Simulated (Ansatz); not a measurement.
# The perfect Ag wire along [110], 7 atoms a period

Aim: is the Ag wire along [110], 7 atoms a period a metal or a semiconductor?

Method: DFT PBE, plane waves, PAW; relaxation of a wire's period; PAW set soft_1, in the first sound run; inputs show where later runs differ, in Ansatz 0.2.0.

## Step 1: Set-up

The cell holds 7 atoms: 7 Ag. Cell: a = 10.950 Å, b = 12.669 Å, c = 2.934 Å, α = 90.0°, β = 90.0°, γ = 90.0°. Vacuum lies along a and b. The structure's axis is c.

## Step 2: The relaxed wire

Band widths follow the bond lengths, so the wire is relaxed first. The atoms and the third cell vector are free; the box across stays fixed as vacuum. A Fermi-Dirac smearing is set since the result may be a metal. The pressure printed is a third of the stress's trace over the whole box, vacuum included; only the stress along the axis is relaxed.

The input, input.yaml:

```yaml
crystal:
  lattice:
    - [10.95, 0.0, 0.0]
    - [0.0, 12.669, 0.0]
    - [0.0, 0.0, 2.9344931419]
  atoms:
    - { symbol: Ag, position: [0.5, 0.731627302, 0.0] }
    - { symbol: Ag, position: [0.5, 0.499999459, 0.0] }
    - { symbol: Ag, position: [0.310502283, 0.384185537, 0.5] }
    - { symbol: Ag, position: [0.310502283, 0.61581338, 0.5] }
    - { symbol: Ag, position: [0.689497717, 0.384185537, 0.5] }
    - { symbol: Ag, position: [0.689497717, 0.61581338, 0.5] }
    - { symbol: Ag, position: [0.5, 0.268371616, 0.0] }
kpoints:
  mp_grid: { grid: [1, 1, 28] }
scf:
  occupations: { method: fermi_dirac, width: 0.05 }
hamiltonian:
  xc: pbe
  pseudopotentials: { kind: paw, azcp: { folder: soft_1 } }
relax:
  cell: { fix: [a, b, alpha, beta, gamma] }
  max_steps: 45
  f_tol: 0.03
```

On the command line:

```
$ ansatz run input.yaml --threads 4 --pin off --max-ram 16384MiB --backend cpu --events-out ev --progress --plain --runs-dir out
```

Numbers of over 12 decimals in the logs are rounded to 6 here.

The program printed:

```text
Engine: ansatz 0.2.0, x86_64-unknown-linux-gnu
Pseudopotentials: kind: paw
Pseudopotential: Ag, paw, valence charge 19, recommended cutoff 420 eV (normal), soft_1/Ag.paw.azcp
Functional definition: PBE
  parameter kappa = 0.804
  parameter beta = 0.066725
  exchange = pbe_x(kappa = kappa, mu = beta*pi^2/3)
  correlation = pbe_c(beta = beta)
Crystal: 7 atoms, lattice volume = 407.089 Å³
Basis set: ecut = 420 eV, 7943 PW (Γ), exchange–correlation on 150×180×40 points (8 copies of the dense FFT grid, shifted against one another)
Bands: 80, of which v1, the nominal top of the filled ones, is band 67 counted from 1 (66 counted from 0)
Symmetry: 8 space group operations
Space group: Pmmm (ITA 47), of the structure as read, at distance tolerance 7.4e-5 Å
k-points: 15 of 28
Non-local potential: Ag, projectors of the file, l = 0: 3, l = 1: 2, l = 2: 2, l = 3: 1
PAW form: soft (Blöchl's): semilocal exchange-correlation on the pseudo side does not see the compensation charge
PAW one-centre angular grid: Ag, 590 points (default); XC on 64 Gauss nodes
Initial density: superposition of atomic densities (neutral atoms: chi_scale 0, normalization atom)
Initial wavefunctions: pseudopotential atomic-orbital guess
Functional: x = pbe(κ = 0.804, μ = 0.219515), c = pbe(β = 0.066725)
iter 1 solved again at ethr=3.01e-3 eV; its pass at ethr=3.10e-3 eV (dr2=4.01e0 eV) is discarded
SCF iter   1: F=—  HF=-53131.478304 eV  |F-HF|=—  |Δ(HF+E_count)|=         —  Δρ=2.67e-2  dr2=4.13e0  ethr=3.01e-3  ⟨swp⟩=1.6  Hψ=6069  notcnv=0
preconditioner: auto → LDOS  [metal: Δε(μ)=0.026 eV  Ē_g=7.455 eV  σ=0.050 eV  W_gap=0.13  n_scr=60 (ndim 8)  ℏωp=16.1 eV  f_vac=0.592  D(μ)=3.20/eV (n_scr^D=16)  β→1.0]
SCF iter   2: F=—  HF=-53132.063258 eV  |F-HF|=—  |Δ(HF+E_count)|=   5.85e-1  Δρ=3.84e-2  dr2=5.43e0  ethr=3.01e-3  ⟨swp⟩=3.4  Hψ=2623  notcnv=0
SCF iter   3: F=—  HF=-53130.438157 eV  |F-HF|=—  |Δ(HF+E_count)|=    1.63e0  Δρ=5.35e-3  dr2=9.11e-2  ethr=3.01e-3  ⟨swp⟩=2.1  Hψ=2345  notcnv=0  defer=94
SCF iter   4: F=—  HF=-53130.431799 eV  |F-HF|=—  |Δ(HF+E_count)|=   6.36e-3  Δρ=1.02e-3  dr2=1.05e-2  ethr=6.85e-5  ⟨swp⟩=2.1  Hψ=2214  notcnv=0  defer=94
SCF iter   5: F=—  HF=-53130.430341 eV  |F-HF|=—  |Δ(HF+E_count)|=   1.46e-3  Δρ=4.07e-4  dr2=8.79e-4  ethr=7.86e-6  ⟨swp⟩=2.0  Hψ=1714  notcnv=0  defer=94
SCF iter   6: F=—  HF=-53130.430608 eV  |F-HF|=—  |Δ(HF+E_count)|=   2.68e-4  Δρ=2.66e-4  dr2=3.14e-4  ethr=6.61e-7  ⟨swp⟩=2.0  Hψ=2129  notcnv=0  defer=94
SCF iter   7: F=—  HF=-53130.430555 eV  |F-HF|=—  |Δ(HF+E_count)|=   5.34e-5  Δρ=7.13e-5  dr2=2.61e-5  ethr=2.36e-7  ⟨swp⟩=2.0  Hψ=2104  notcnv=0  defer=94
SCF iter   8: F=—  HF=-53130.430289 eV  |F-HF|=—  |Δ(HF+E_count)|=   2.65e-4  Δρ=2.58e-5  dr2=3.47e-6  ethr=1.97e-8  ⟨swp⟩=2.0  Hψ=1781  notcnv=0  defer=94
SCF iter   9: F=—  HF=-53130.430290 eV  |F-HF|=—  |Δ(HF+E_count)|=   9.43e-7  Δρ=1.36e-5  dr2=8.09e-7  ethr=2.61e-9  ⟨swp⟩=2.0  Hψ=1770  notcnv=0  defer=94
SCF iter  10: F=-53130.430290 eV  HF=-53130.430290 eV  |F-HF|=1.16e-9  |Δ(HF+E_count)|=   7.72e-8  Δρ=3.21e-6  dr2=4.49e-8  ethr=7.52e-11  ⟨swp⟩=3.0  Hψ=5025  notcnv=0
SCF 1 converged in 10 iterations: F = -53130.430290 eV  dr2 = 4.49e-8
  greatest PAW one-centre occupation: 1.001 electrons in one spin orbital (limit 2), on the Ag atom at site 1 (counted from 0), in its partial waves of l = 0
relax step   1: F+E_penalty+E_count = -53130.43029032 eV  Δ(F+E_penalty+E_count) = +0.000e0 eV  max|allowed force component| = 2.878e-1 eV/Å  Δτ_max = 0.0000 Å  P = -1.292 GPa  Ω = 407.089 Å³  fix = [a, b, alpha, beta, gamma]  reactions: a -0.889, b -0.892 GPa  (10 SCF iters, dr2 threshold 1.00e-7 eV, accepted)
Crystal: 7 atoms, lattice volume = 392.380 Å³
Basis set: ecut = 420 eV, 7703 PW (Γ), exchange–correlation on 150×180×40 points (8 copies of the dense FFT grid, shifted against one another)
Initial density: handed on by an earlier stage of this run
Initial wavefunctions: those handed on with the density
iter 1 solved again at ethr=4.29e-5 eV; its pass at ethr=3.10e-3 eV (dr2=5.70e-2 eV) is discarded
SCF iter   1: F=—  HF=-53130.557371 eV  |F-HF|=—  |Δ(HF+E_count)|=         —  Δρ=3.62e-3  dr2=5.66e-2  ethr=4.29e-5  ⟨swp⟩=3.4  Hψ=5656  notcnv=0
preconditioner: auto → LDOS  [metal: Δε(μ)=0.104 eV  Ē_g=7.980 eV  σ=0.050 eV  W_gap=0.46  n_scr=60 (ndim 8)  ℏωp=16.4 eV  f_vac=0.603  D(μ)=2.34/eV (n_scr^D=10)  β→1.0]
SCF iter   2: F=—  HF=-53130.575861 eV  |F-HF|=—  |Δ(HF+E_count)|=   1.85e-2  Δρ=5.66e-3  dr2=1.14e-1  ethr=4.26e-5  ⟨swp⟩=2.4  Hψ=2402  notcnv=0
SCF iter   3: F=—  HF=-53130.544826 eV  |F-HF|=—  |Δ(HF+E_count)|=   3.10e-2  Δρ=1.42e-3  dr2=6.95e-3  ethr=4.26e-5  ⟨swp⟩=2.0  Hψ=2035  notcnv=0  defer=60
SCF iter   4: F=—  HF=-53130.543084 eV  |F-HF|=—  |Δ(HF+E_count)|=   1.74e-3  Δρ=2.42e-4  dr2=2.15e-4  ethr=5.23e-6  ⟨swp⟩=2.3  Hψ=1932  notcnv=0  defer=70
SCF iter   5: F=—  HF=-53130.542951 eV  |F-HF|=—  |Δ(HF+E_count)|=   1.32e-4  Δρ=5.56e-5  dr2=1.33e-5  ethr=1.62e-7  ⟨swp⟩=2.0  Hψ=2077  notcnv=0  defer=70
SCF iter   6: F=—  HF=-53130.542951 eV  |F-HF|=—  |Δ(HF+E_count)|=   7.47e-7  Δρ=2.86e-5  dr2=3.67e-6  ethr=1.00e-8  ⟨swp⟩=2.5  Hψ=2022  notcnv=0  defer=70
SCF iter   7: F=-53130.542950 eV  HF=-53130.542950 eV  |F-HF|=1.89e-7  |Δ(HF+E_count)|=   4.80e-7  Δρ=7.04e-6  dr2=5.07e-7  ethr=5.26e-10  ⟨swp⟩=3.0  Hψ=4531  notcnv=0
SCF 2 converged in 7 iterations: F = -53130.542950 eV  dr2 = 5.07e-7
relax step   2: F+E_penalty+E_count = -53130.54294995 eV  Δ(F+E_penalty+E_count) = -1.127e-1 eV  max|allowed force component| = 2.214e-1 eV/Å  Δτ_max = 0.0800 Å  P = +0.553 GPa  Ω = 392.380 Å³  energy of the carried Pulay correction = +2.190e-3 eV  fix = [a, b, alpha, beta, gamma]  reactions: a +0.752, b +0.540 GPa  (7 SCF iters, dr2 threshold 7.00e-7 eV, accepted)
Crystal: 7 atoms, lattice volume = 393.295 Å³
Basis set: ecut = 420 eV, 7711 PW (Γ), exchange–correlation on 150×180×40 points (8 copies of the dense FFT grid, shifted against one another)
iter 1 solved again at ethr=3.96e-6 eV; its pass at ethr=3.10e-3 eV (dr2=5.26e-3 eV) is discarded
SCF iter   1: F=—  HF=-53130.569796 eV  |F-HF|=—  |Δ(HF+E_count)|=         —  Δρ=1.23e-3  dr2=5.99e-3  ethr=3.96e-6  ⟨swp⟩=3.1  Hψ=5171  notcnv=0
preconditioner: auto → LDOS  [metal: Δε(μ)=0.100 eV  Ē_g=7.976 eV  σ=0.050 eV  W_gap=0.46  n_scr=60 (ndim 8)  ℏωp=16.4 eV  f_vac=0.597  D(μ)=2.36/eV (n_scr^D=10)  β→1.0]
SCF iter   2: F=—  HF=-53130.571782 eV  |F-HF|=—  |Δ(HF+E_count)|=   1.99e-3  Δρ=1.63e-3  dr2=1.28e-2  ethr=3.96e-6  ⟨swp⟩=2.8  Hψ=3014  notcnv=0
SCF iter   3: F=—  HF=-53130.568535 eV  |F-HF|=—  |Δ(HF+E_count)|=   3.25e-3  Δρ=2.85e-4  dr2=4.51e-4  ethr=3.96e-6  ⟨swp⟩=2.0  Hψ=1936  notcnv=0
SCF iter   4: F=—  HF=-53130.568346 eV  |F-HF|=—  |Δ(HF+E_count)|=   1.89e-4  Δρ=1.26e-4  dr2=5.15e-5  ethr=3.39e-7  ⟨swp⟩=2.0  Hψ=1934  notcnv=0
SCF iter   5: F=—  HF=-53130.568334 eV  |F-HF|=—  |Δ(HF+E_count)|=   1.28e-5  Δρ=1.92e-5  dr2=1.76e-6  ethr=3.87e-8  ⟨swp⟩=2.1  Hψ=2091  notcnv=0
SCF iter   6: F=-53130.568334 eV  HF=-53130.568334 eV  |F-HF|=3.46e-7  |Δ(HF+E_count)|=   2.59e-7  Δρ=1.12e-5  dr2=5.45e-7  ethr=5.26e-10  ⟨swp⟩=5.0  Hψ=4400  notcnv=0
SCF 3 converged in 6 iterations: F = -53130.568334 eV  dr2 = 5.45e-7
relax step   3: F+E_penalty+E_count = -53130.56833355 eV  Δ(F+E_penalty+E_count) = -2.538e-2 eV  max|allowed force component| = 9.821e-3 eV/Å  Δτ_max = 0.0426 Å  P = -0.098 GPa  Ω = 393.295 Å³  energy of the carried Pulay correction = +2.050e-3 eV  fix = [a, b, alpha, beta, gamma]  reactions: a +0.038, b -0.141 GPa  (6 SCF iters, dr2 threshold 7.00e-7 eV, accepted)
Crystal: 7 atoms, lattice volume = 391.985 Å³
iter 1 solved again at ethr=1.48e-7 eV; its pass at ethr=3.10e-3 eV (dr2=1.97e-4 eV) is discarded
SCF iter   1: F=—  HF=-53130.569786 eV  |F-HF|=—  |Δ(HF+E_count)|=         —  Δρ=2.01e-4  dr2=1.86e-4  ethr=1.48e-7  ⟨swp⟩=3.0  Hψ=5310  notcnv=0
preconditioner: auto → LDOS  [metal: Δε(μ)=0.091 eV  Ē_g=7.967 eV  σ=0.050 eV  W_gap=0.41  n_scr=60 (ndim 8)  ℏωp=16.5 eV  f_vac=0.597  D(μ)=2.37/eV (n_scr^D=10)  β→1.0]
SCF iter   2: F=—  HF=-53130.569817 eV  |F-HF|=—  |Δ(HF+E_count)|=   3.18e-5  Δρ=2.41e-4  dr2=2.18e-4  ethr=1.40e-7  ⟨swp⟩=2.0  Hψ=2048  notcnv=0
SCF iter   3: F=—  HF=-53130.569743 eV  |F-HF|=—  |Δ(HF+E_count)|=   7.47e-5  Δρ=3.68e-5  dr2=8.54e-6  ethr=1.40e-7  ⟨swp⟩=2.0  Hψ=1857  notcnv=0
SCF iter   4: F=—  HF=-53130.569597 eV  |F-HF|=—  |Δ(HF+E_count)|=   1.46e-4  Δρ=1.54e-5  dr2=1.03e-6  ethr=6.42e-9  ⟨swp⟩=2.2  Hψ=1824  notcnv=0
SCF iter   5: F=—  HF=-53130.569597 eV  |F-HF|=—  |Δ(HF+E_count)|=   1.81e-7  Δρ=3.56e-6  dr2=1.38e-7  ethr=7.72e-10  ⟨swp⟩=2.0  Hψ=1820  notcnv=0
SCF iter   6: F=-53130.569597 eV  HF=-53130.569597 eV  |F-HF|=1.61e-8  |Δ(HF+E_count)|=   2.77e-8  Δρ=1.98e-6  dr2=2.36e-8  ethr=6.79e-11  ⟨swp⟩=4.3  Hψ=3846  notcnv=0
SCF 4 converged in 6 iterations: F = -53130.569597 eV  dr2 = 2.36e-8
relax step   4: F+E_penalty+E_count = -53130.56959661 eV  Δ(F+E_penalty+E_count) = -1.263e-3 eV  max|allowed force component| = 6.475e-3 eV/Å  Δτ_max = 0.0057 Å  P = -0.038 GPa  Ω = 391.985 Å³  energy of the carried Pulay correction = +2.251e-3 eV  fix = [a, b, alpha, beta, gamma]  reactions: a +0.043, b -0.129 GPa  (6 SCF iters, dr2 threshold 9.03e-8 eV, accepted)
Initial wavefunctions: pseudopotential atomic-orbital guess (no wavefunctions were taken with the density)
iter 1 solved again at ethr=3.44e-7 eV; its pass at ethr=3.10e-3 eV (dr2=4.57e-4 eV) is discarded
SCF iter   1: F=—  HF=-53130.567191 eV  |F-HF|=—  |Δ(HF+E_count)|=         —  Δρ=6.87e-5  dr2=2.78e-6  ethr=3.44e-7  ⟨swp⟩=3.8  Hψ=8040  notcnv=0
preconditioner: auto → LDOS  [metal: Δε(μ)=0.094 eV  Ē_g=7.970 eV  σ=0.050 eV  W_gap=0.42  n_scr=60 (ndim 8)  ℏωp=16.5 eV  f_vac=0.597  D(μ)=2.36/eV (n_scr^D=10)  β→1.0]
SCF iter   2: F=—  HF=-53130.567060 eV  |F-HF|=—  |Δ(HF+E_count)|=   1.30e-4  Δρ=4.32e-5  dr2=5.59e-6  ethr=2.09e-9  ⟨swp⟩=3.0  Hψ=2744  notcnv=0
SCF iter   3: F=—  HF=-53130.567059 eV  |F-HF|=—  |Δ(HF+E_count)|=   1.27e-6  Δρ=2.27e-5  dr2=1.70e-6  ethr=2.09e-9  ⟨swp⟩=2.0  Hψ=2198  notcnv=0
SCF iter   4: F=—  HF=-53130.567058 eV  |F-HF|=—  |Δ(HF+E_count)|=   4.76e-7  Δρ=6.91e-6  dr2=1.55e-7  ethr=1.28e-9  ⟨swp⟩=2.0  Hψ=1647  notcnv=0
SCF iter   5: F=—  HF=-53130.567058 eV  |F-HF|=—  |Δ(HF+E_count)|=   4.49e-8  Δρ=1.47e-6  dr2=7.50e-9  ethr=1.16e-10  ⟨swp⟩=2.1  Hψ=2071  notcnv=0
SCF iter   6: F=—  HF=-53130.567058 eV  |F-HF|=—  |Δ(HF+E_count)|=   2.11e-9  Δρ=1.84e-7  dr2=3.17e-10  ethr=5.64e-12  ⟨swp⟩=2.0  Hψ=1799  notcnv=0
SCF iter   7: F=—  HF=-53130.567058 eV  |F-HF|=—  |Δ(HF+E_count)|=  5.82e-11  Δρ=1.02e-7  dr2=7.21e-11  ethr=1.00e-12  ⟨swp⟩=5.0  Hψ=4406  notcnv=0
SCF iter   8: F=-53130.567058 eV  HF=-53130.567058 eV  |F-HF|=5.82e-11  |Δ(HF+E_count)|=  1.46e-11  Δρ=3.62e-8  dr2=4.43e-12  ethr=1.00e-12  ⟨swp⟩=4.0  Hψ=3737  notcnv=0
SCF 5 converged in 8 iterations: F = -53130.567058 eV  dr2 = 4.43e-12
relax step   5: F+E_penalty+E_count = -53130.56705839 eV  Δ(F+E_penalty+E_count) = +2.538e-3 eV  max|allowed force component| = 6.188e-3 eV/Å  Δτ_max = 0.0000 Å  P = -0.035 GPa  Ω = 391.985 Å³  fix = [a, b, alpha, beta, gamma]  reactions: a +0.045, b -0.127 GPa  stress off target by 2.39e-2 GPa on what of the cell is left free  SCF on the basis re-selected at this cell (its energy is not comparable with the rows above)  (8 SCF iters)
basis re-selected at this cell: Δ(F+E_penalty+E_count) = +2.538e-3 eV, ΔP = +0.003 GPa vs the last step (what re-selecting the basis moved, of the pressure what is left beyond the Pulay correction that the steps carried, after the strain that the cell walked since its last selection, with what the two solves' SCF thresholds leave and, on support functions, any second-order correction that the steps lacked; it is no m [...]
SCF converged after 8 iterations
Free energy (F): -53130.567058 eV
Harris-Foulkes:  -53130.567058 eV  (|F-HF|=5.82e-11)
Internal energy: -53130.546843 eV  (E = F + TS)
E sigma→0 (E₀):  -53130.556951 eV
Entropy (-TS):   -0.020215 eV (-2.888 meV/atom)
Fermi energy:    2.250550 eV
--- Per-component energies (eV) ---
  E_band       = -3596.334098
  E_kinetic    = 3276.188271
  E_local      = -67721.214298  (includes V_loc(G=0)·N_el)
  E_nonlocal   = 225.887676
  E_hartree    = 32768.987548
  E_xc         = -1106.734990
  E_vxc        = -1399.581393  (∫ρ·V_xc dr)
  E_paw        = -27695.870053  (= ΣΔE_a)
  E_vpaw       = -3515.592406  (= ΣTr[D̂ρ^β])
  E_aug_tail   = 0.002587  (compensation charges beyond the density's cutoff)
  E_ewald      = 7122.206415
  E_smearing   = -0.020215  (= −TS)
  E_closure    = 0.000000  (closes the sum)
  Σ components = -53130.567058   (vs F -53130.567058, Δ=0.00e0)
--- Forces (eV/Å), atoms counted from 1 ---
  atom   1  Ag    -0.00000000    -0.00618803    -0.00000000
  atom   2  Ag     0.00000000    -0.00000000     0.00000000
  atom   3  Ag    -0.00527349     0.00360532    -0.00000000
  atom   4  Ag    -0.00527349    -0.00360532    -0.00000000
  atom   5  Ag     0.00527349     0.00360532     0.00000000
  atom   6  Ag     0.00527349    -0.00360532     0.00000000
  atom   7  Ag    -0.00000000     0.00618803     0.00000000
  max |Σ_I F_I| component: 1.73e-18 eV/Å
--- Stress (GPa, compression-positive) ---
        0.045499       0.000000       0.000000
        0.000000      -0.126664      -0.000000
        0.000000      -0.000000      -0.023866
  P = ⅓ Tr σ = -0.0350 GPa (-0.350 kbar)
--- Relaxed structure (4 steps of the walk, 4 accepted, 1 SCFs on fresh bases) ---
  F+E_penalty+E_count = -53130.56705839 eV   max|allowed force component| = 6.188e-3 eV/Å   (the final SCF, on the basis selected at the relaxed cell)
  cell:  # Å, volume = 391.9847 Å³
    - [10.95, 0, 0]
    - [0, 12.669, 0]
    - [0, 0, 2.825613]
  atoms:
    - { symbol: Ag, position: [0.5, 0.728866, 0] }
    - { symbol: Ag, position: [0.5, 0.500000, 0] }
    - { symbol: Ag, position: [0.312983, 0.385742, 0.5] }
    - { symbol: Ag, position: [0.312983, 0.614258, 0.5] }
    - { symbol: Ag, position: [0.687017, 0.385742, 0.5] }
    - { symbol: Ag, position: [0.687017, 0.614258, 0.5] }
    - { symbol: Ag, position: [0.5, 0.271134, 0] }
```

Elapsed: 37 s, on 4 threads of Intel Xeon Platinum 8259CL at 2.50GHz (Skylake/Cascade Lake), shared host; peak memory 1.1 GiB.

Relaxation path:

```csv
step,energy less that of the first step (eV),largest force component (eV/Å),pressure (GPa),volume (Å³)
1,0.0000,0.2878,-1.29,407.09
2,-0.1127,0.2214,0.55,392.38
3,-0.1380,0.0098,-0.10,393.30
4,-0.1393,0.0065,-0.04,391.98
5*,-0.1368,0.0062,-0.04,391.98
```

Relaxation steps marked * repeat the geometry before them on a plane-wave basis chosen anew for their cell, so energy and pressure can jump there.

The run keeps the 8 symmetry operations that it works with, so distortions that break them were not tested.

```csv
cell as run,before,after,change
c (Å),2.934,2.826,-3.7 %
```

The atoms that moved most (Å, along periodic axes as changes of fractional coordinates times the final cell, across vacuum about the mean position):

```csv
atom,dx,dy,dz,length
Ag1,0.000,-0.035,0.000,0.035
Ag7,0.000,0.035,0.000,0.035
Ag3,0.027,0.020,0.000,0.034
Ag5,-0.027,0.020,0.000,0.034
Ag4,0.027,-0.020,0.000,0.034
Ag6,-0.027,-0.020,0.000,0.034
```

Numbers from this step:

- energy at zero smearing: -53130.5570 eV
- cell length along the wire: 2.826 Å

The cell's length comes to 2.826 Å with spin left out.

## Step 3: Bands of the perfect wire

This step: DFT PBE, plane waves, PAW; bands of a perfect wire; PAW set soft_1 (Ansatz 0.2.0).

At the relaxed period the bands are computed along the axis; those that cross an energy going forward count the channels that a perfect wire would open there.

The input, input.yaml:

```yaml
crystal:
  lattice:
    - [10.95, 0.0, 0.0]
    - [0.0, 12.669, 0.0]
    - [0.0, 0.0, 2.8256130213]
  atoms:
    - { symbol: Ag, position: [0.5, 0.728865765, 0.0] }
    - { symbol: Ag, position: [0.5, 0.5, 0.0] }
    - { symbol: Ag, position: [0.312982884, 0.385742255, 0.5] }
    - { symbol: Ag, position: [0.312982884, 0.614257745, 0.5] }
    - { symbol: Ag, position: [0.687017116, 0.385742255, 0.5] }
    - { symbol: Ag, position: [0.687017116, 0.614257745, 0.5] }
    - { symbol: Ag, position: [0.5, 0.271134235, 0.0] }
kpoints:
  mp_grid: { grid: [1, 1, 29] }
  band_path: { path: ["Γ", Z], npoints: 90 }
scf:
  occupations: { method: fermi_dirac, width: 0.05 }
hamiltonian:
  xc: pbe
  pseudopotentials: { kind: paw, azcp: { folder: soft_1 } }
output:
  dos: { e_range: [-5, 4] }
  write_potential: true
  write_density: true
  volumetric_format: npy
```

The program printed:

```text
[...]
Crystal: 7 atoms, lattice volume = 391.985 Å³
Basis set: ecut = 420 eV, 7703 PW (Γ)
Bands: 80, of which v1, the nominal top of the filled ones, is band 67 counted from 1 (66 counted from 0)
Symmetry: 8 space group operations
[...]
k-points: 15 of 29
[...]
SCF iter   1: F=—  HF=-53131.683133 eV  |F-HF|=—  |Δ(HF+E_count)|=         —  Δρ=2.84e-2  dr2=4.22e0  ethr=3.10e-3  ⟨swp⟩=6.9  Hψ=4697  notcnv=0  defer=13
[...]
SCF iter  10: F=-53130.561144 eV  HF=-53130.561144 eV  |F-HF|=2.71e-9  |Δ(HF+E_count)|=   4.53e-8  Δρ=2.13e-6  dr2=1.84e-8  ethr=7.52e-11  ⟨swp⟩=12.3  Hψ=4267  notcnv=0
SCF 1 converged in 10 iterations: F = -53130.561144 eV  dr2 = 1.84e-8
[...]
NSCF: frozen V_eff on 91 k-points
WARN: The output density's exchange-correlation potential varies sharply where the density is thin. Do not read a vacuum level from v_tot or v_xc, or from such a field of the output density. On a cell that repeats whose density bears no net charge and no dipole along the vacuum's axis use v_es (v_loc + v_h of the components); under efield.dipole_correction with no amplitude use v_es + v_field, which holds any externa [...]
SCF converged after 10 iterations
Free energy (F): -53130.561144 eV
[...]
Internal energy: -53130.536682 eV  (E = F + TS)
E sigma→0 (E₀):  -53130.548913 eV
Entropy (-TS):   -0.024462 eV (-3.495 meV/atom)
Fermi energy:    2.269493 eV
[...]
--- Band table (eV; the first three rows and the last of 15) ---
  k-point 0: bands = [... 63 lower, -0.5706, -0.5115, -0.4329, 1.2733, 1.3535, 2.1421, 3.3203, 3.5025, ... 9 higher]
  k-point 1: bands = [... 63 lower, -0.6014, -0.5257, -0.3869, 1.2991, 1.3867, 2.1744, 3.3689, 3.5247, ... 9 higher]
  k-point 2: bands = [... 63 lower, -0.5603, -0.5600, -0.2869, 1.3751, 1.4820, 2.2689, 3.5103, 3.5900, ... 9 higher]
  k-point 14: bands = [... 63 lower, 2.4030, 3.2149, 3.6084, 3.7754, 4.5202, 5.2134, 5.7390, 5.7673, ... 9 higher]
```

Run time: 29 s. Hardware: 4 threads; peak memory 1.7 GiB.

Numbers from this step:

```yaml
energy_at_zero_smearing: -53130.5489 eV
band_gap: 0 eV
```

Electronic bands along the path, in eV, zero at the Fermi level:

```csv
point,band 63,band 64,band 65,band 66,band 67,band 68,band 69,band 70
Γ,-2.94,-2.84,-2.78,-2.70,-1.00,-0.92,-0.13,1.05
halfway,-3.11,-2.89,-2.03,-1.55,0.19,0.42,1.26,2.30
Z,-2.62,0.40,0.68,1.40,1.87,1.89,3.00,3.40
```

Between Γ and Z the bands cross the Fermi level 6 times, so a perfect wire would conduct at least 6 G₀, with spin left out.

## Step 4: Results

```json
{
  "cell length, PBE": "2.826 Å",
  "ballistic conductance by band crossings, a lower bound, PBE": "6 G₀"
}
```

Under PBE the cell's length is 2.83 Å, and the bands cross the Fermi level 6 times between Γ and Z, which gives a perfect wire at least 6 G₀ (opposite crossings within one step of the path cancel in such a count).

[Logs are printed without paths, hosts, clocks, repeated set-up lines and the standing remarks that a program may print on its own settings, such as how far it seeks lower states.]

[Hosts, paths, dates, database ids (printed as entryN), source tags and the programs' standing remarks are cut or masked in the printed files.]
